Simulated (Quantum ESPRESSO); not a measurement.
# Magnetic state of MnPSe3 from several starts, part 2 of 2

Wanted: the moments of MnPSe3 and the energy of each order that was tried.

Quantum ESPRESSO 7.5; LDA; plane waves with GBRV 1.5 LDA potentials, no spin-orbit coupling.

So far, absolute magnetization (μB): step 2 (run 1 (ferro ++)) 9.70.

### 3. Start 2: antiferro +−

File pw.in:

```
&CONTROL
  calculation = 'scf'
  prefix = 'pwscf'
  outdir = './tmp'
  pseudo_dir = './pseudo'
  disk_io = 'nowf'
/
&SYSTEM
  ibrav = 0
  nat = 10
  ntyp = 4
  ecutwfc = 40
  ecutrho = 280
  nbnd = 51
  occupations = 'smearing'
  smearing = 'fd'
  degauss = 0.00367493
  nspin = 2
  starting_magnetization(1) = 0.3
  starting_magnetization(2) = -0.3
  starting_magnetization(3) = 0
  starting_magnetization(4) = 0
/
&ELECTRONS
  conv_thr = 2d-08
  electron_maxstep = 150
  mixing_beta = 0.3
/
ATOMIC_SPECIES
Mn1    54.9380 mn_lda_v1.5.uspp.F.UPF
Mn2    54.9380 mn_lda_v1.5.uspp.F.UPF
P      30.9738 p_lda_v1.5.uspp.F.UPF
Se     78.9710 se_lda_v1.uspp.F.UPF
CELL_PARAMETERS angstrom
   3.1997804373    1.8473940968    6.9054975756
  -3.1997804373    1.8473940968    6.9054975756
   0.0000000000   -3.6947881936    6.9054975756
ATOMIC_POSITIONS crystal
Mn1     0.8323828600    0.8323828600    0.8323828600
Mn2     0.1676171400    0.1676171400    0.1676171400
P       0.5535793900    0.5535793900    0.5535793900
P       0.4464206100    0.4464206100    0.4464206100
Se      0.4151439300    0.7494138000    0.0889330100
Se      0.0889330100    0.4151439300    0.7494138000
Se      0.7494138000    0.0889330100    0.4151439300
Se      0.5848560700    0.2505862000    0.9110669900
Se      0.9110669900    0.5848560700    0.2505862000
Se      0.2505862000    0.9110669900    0.5848560700
K_POINTS automatic
4 4 4 0 0 0
```

Started as:

```sh
$ OMP_NUM_THREADS=1 mpirun -n 4 pw.x -nk 4 -in pw.in > pw.out
```

What it wrote:

```text
[banner, memory and clock lines left out]
Program PWSCF v.7.5 starts

     Message from routine setup:
     using ibrav=0 with symmetry is DISCOURAGED, use correct ibrav instead

     bravais-lattice index     =            0
     lattice parameter (alat)  =      14.8000  a.u.
     unit-cell volume          =    1652.8086 (a.u.)^3
     number of atoms/cell      =           10
     number of atomic types    =            4
     number of electrons       =        76.00
     number of Kohn-Sham states=           51
     kinetic-energy cutoff     =      40.0000  Ry
     charge density cutoff     =     280.0000  Ry
     scf convergence threshold =      2.0E-08
     mixing beta               =       0.3000
     number of iterations used =            8  plain     mixing
     Exchange-correlation= SLA  PZ   NOGX NOGC
                           (   1   1   0   0   0   0   0)

     celldm(1)=  14.799989  celldm(2)=   0.000000  celldm(3)=   0.000000
     celldm(4)=   0.000000  celldm(5)=   0.000000  celldm(6)=   0.000000

     crystal axes: (cart. coord. in units of alat)
               a(1) = (   0.408562   0.235883   0.881724 )
               a(2) = (  -0.408562   0.235883   0.881724 )
               a(3) = (   0.000000  -0.471766   0.881724 )

     reciprocal axes: (cart. coord. in units 2 pi/alat)
               b(1) = (  1.223805  0.706564  0.378047 )
               b(2) = ( -1.223805  0.706564  0.378047 )
               b(3) = (  0.000000 -1.413129  0.378047 )

     PseudoPot. # 1 for Mn read from file:
     mn_lda_v1.5.uspp.F.UPF
     Pseudo is Ultrasoft + core correction, Zval = 15.0

     PseudoPot. # 2 for Mn read from file:
     mn_lda_v1.5.uspp.F.UPF
     Pseudo is Ultrasoft + core correction, Zval = 15.0

     PseudoPot. # 3 for P  read from file:
     p_lda_v1.5.uspp.F.UPF
     Pseudo is Ultrasoft + core correction, Zval =  5.0

     PseudoPot. # 4 for Se read from file:
     se_lda_v1.uspp.F.UPF
     Pseudo is Ultrasoft + core correction, Zval =  6.0

     atomic species   valence    mass     pseudopotential
     Mn1              15.00    54.93800     Mn( 1.00)
     Mn2              15.00    54.93800     Mn( 1.00)
     P                 5.00    30.97380     P ( 1.00)
     Se                6.00    78.97100     Se( 1.00)

     Starting magnetic structure
     atomic species   magnetization
     Mn1             0.300
     Mn2            -0.300
     P               0.000
     Se              0.000

      3 Sym. Ops. (no inversion) found

   Cartesian axes

     site n.     atom                  positions (alat units)
         1        Mn1    tau(   1) = (   0.0000000   0.0000000   2.2017948  )
         2        Mn2    tau(   2) = (   0.0000000  -0.0000000   0.4433759  )
         3        P      tau(   3) = (  -0.0000000  -0.0000000   1.4643120  )
         4        P      tau(   4) = (   0.0000000   0.0000000   1.1808587  )
         5        Se     tau(   5) = (  -0.1365699   0.2327440   1.1052323  )
         6        Se     tau(   6) = (  -0.1332773  -0.2346450   1.1052323  )
         7        Se     tau(   7) = (   0.2698472   0.0019010   1.1052323  )
         8        Se     tau(   8) = (   0.1365699  -0.2327440   1.5399384  )
         9        Se     tau(   9) = (   0.1332773   0.2346450   1.5399384  )
        10        Se     tau(  10) = (  -0.2698472  -0.0019010   1.5399384  )

     number of k points=    14  Fermi-Dirac smearing, width (Ry)=  0.0037
                       cart. coord. in units 2pi/alat
        k(    1) = (   0.0000000   0.0000000   0.0000000), wk =   0.0156250
        k(    2) = (   0.0000000  -0.3532822   0.0945119), wk =   0.0937500
        k(    3) = (   0.0000000   0.7065644  -0.1890237), wk =   0.0468750
        k(    4) = (  -0.3059513  -0.1766411   0.1890237), wk =   0.0937500
        k(    5) = (  -0.3059513   0.8832054  -0.0945119), wk =   0.0937500
        [... 9 further k-points ...]

     Dense  grid:   130893 G-vectors     FFT dimensions: (  80,  80,  80)

     Smooth grid:    56513 G-vectors     FFT dimensions: (  60,  60,  60)

     Check: negative core charge=   -0.000012
     Generating pointlists ...
     new r_m :   0.1440 (alat units)  2.1318 (a.u.) for type    1
     new r_m :   0.1440 (alat units)  2.1318 (a.u.) for type    2
     new r_m :   0.1156 (alat units)  1.7109 (a.u.) for type    3
     new r_m :   0.1156 (alat units)  1.7109 (a.u.) for type    4

     Initial potential from superposition of free atoms

     starting charge      74.9992, renormalised to      76.0000
     Starting wfcs are   58 randomized atomic wfcs

     Self-consistent Calculation

     iteration #  1     ecut=    40.00 Ry     beta= 0.30
     Davidson diagonalization with overlap
     ethr =  1.00E-02,  avg # of iterations =  2.9

     Threshold (ethr) on eigenvalues was too large:
     Diagonalizing with lowered threshold

     Davidson diagonalization with overlap
     ethr =  4.43E-04,  avg # of iterations =  2.5

     total energy              =    -712.66064007 Ry
     estimated scf accuracy    <       0.35705317 Ry

     total magnetization       =    -0.00 Bohr mag/cell
     absolute magnetization    =     8.97 Bohr mag/cell

     iteration #  2     ecut=    40.00 Ry     beta= 0.30
     Davidson diagonalization with overlap
     ethr =  4.70E-04,  avg # of iterations =  2.4

     total energy              =    -712.69704807 Ry
     estimated scf accuracy    <       0.07271887 Ry

     total magnetization       =    -0.00 Bohr mag/cell
     absolute magnetization    =     8.90 Bohr mag/cell

     [... further iterations left out ...]

     iteration # 12     ecut=    40.00 Ry     beta= 0.30
     Davidson diagonalization with overlap
     ethr =  1.59E-10,  avg # of iterations =  5.5

     total energy              =    -712.70506382 Ry
     estimated scf accuracy    <       0.00000004 Ry

     total magnetization       =     0.00 Bohr mag/cell
     absolute magnetization    =     9.00 Bohr mag/cell

     iteration # 13     ecut=    40.00 Ry     beta= 0.30
     Davidson diagonalization with overlap
     ethr =  5.33E-11,  avg # of iterations =  2.8

     Magnetic moment per site  (integrated on atomic sphere of radius R)
     atom   1 (R=0.144)  charge= 13.4075  magn=  4.1681
     atom   2 (R=0.144)  charge= 13.4075  magn= -4.1681
     atom   3 (R=0.116)  charge=  2.4390  magn= -0.0003
     atom   4 (R=0.116)  charge=  2.4390  magn=  0.0003
     atom   5 (R=0.116)  charge=  2.8566  magn= -0.0002
     atom   6 (R=0.116)  charge=  2.8566  magn= -0.0002
     atom   7 (R=0.116)  charge=  2.8566  magn= -0.0002
     atom   8 (R=0.116)  charge=  2.8566  magn=  0.0002
     atom   9 (R=0.116)  charge=  2.8566  magn=  0.0002
     atom  10 (R=0.116)  charge=  2.8566  magn=  0.0002

     End of self-consistent calculation

     [... lines left out ...]
     the Fermi energy is     5.9592 ev

!    total energy              =    -712.70506383 Ry
     estimated scf accuracy    <          1.4E-09 Ry
     smearing contrib. (-TS)   =      -0.00000311 Ry
     internal energy E=F+TS    =    -712.70506071 Ry

     The total energy is F=E-TS. E is the sum of the following terms:
     one-electron contribution =    -420.76393512 Ry
     hartree contribution      =     235.88104947 Ry
     xc contribution           =    -240.18673879 Ry
     ewald contribution        =    -287.63543628 Ry

     total magnetization       =    -0.00 Bohr mag/cell
     absolute magnetization    =     9.00 Bohr mag/cell

     convergence has been achieved in  13 iterations
```

Elapsed: 2.2 min, on 4 MPI ranks of Arm Neoverse V1, shared host; peak memory 1.2 GiB.

Spin moment in the atom's sphere by atom:

```tsv
atom	spin moment in the atom's sphere (μB)
Mn1	4.17
Mn2	-4.17
P3	0.00
P4	0.00
Se5	0.00
Se6	0.00
Se7	0.00
Se8	0.00
Se9	0.00
Se10	0.00
```

This step gave:

| Property | Result |
| --- | --- |
| smearing term TS | 4.24e-5 eV |
| magnetization | 0 μB |
| absolute magnetization | 9.002 μB |
| final state | antiferromagnetic |

### 4. The states side by side

An order is kept where moments of 0.15 μB or more survive with the typed signs; meshes match where a doubled cell samples the same k points as the first cell.

Orders:

```tsv
start	final state	typed order kept	energy over the lowest (meV a seeded atom)	largest site moment (μB)	net moment (μB a cell of the first run)	mesh matched	CPU time (s)
ferro ++	ferromagnetic	yes	88.44	4.207	9.704	yes	525.6
antiferro +-	antiferromagnetic	yes	0	4.168	0	yes	527.3
```

### 5. Outcome

```
lowest state found      : antiferromagnetic (from antiferro +-)
largest site moment     : 4.17 μB
next state with moments : ferromagnetic, 88.4 meV a seeded atom higher
```

What this shows: This is the lowest of 2 collinear or spinless starts, no proof of the ground state. A computed site moment is spin alone and hangs on the region that is counted: the program's spheres do not touch and miss the tail of the moment. Measured moments hold any orbital part as well, and belong to the order of the sample, which need not be the order of this run.

Calculation against experiment:

```
        quantity  measured  in the sphere
moment (Mn) (μB)      3.83  4.17 (+8.8 %)
```

Measured values from arxiv:2010.08394 (2020).

How well it matches: The moment is off by +8.8 %. No cell relaxation is part of this session.

[Logs and program files are shortened in this print: banners, set-up blocks, solver, clock and traceback lines can be left out without a mark of their own.]

[Logs are printed without paths, hosts, clocks, repeated set-up lines and the standing remarks that a program may print on its own settings, such as how far it seeks lower states.]

[Hosts, paths, dates, database ids (printed as entryN), source tags and the programs' standing remarks are cut or masked in the printed files.]

[Where a cell is said to come from a database of computed structures, the database is the Materials Project.]
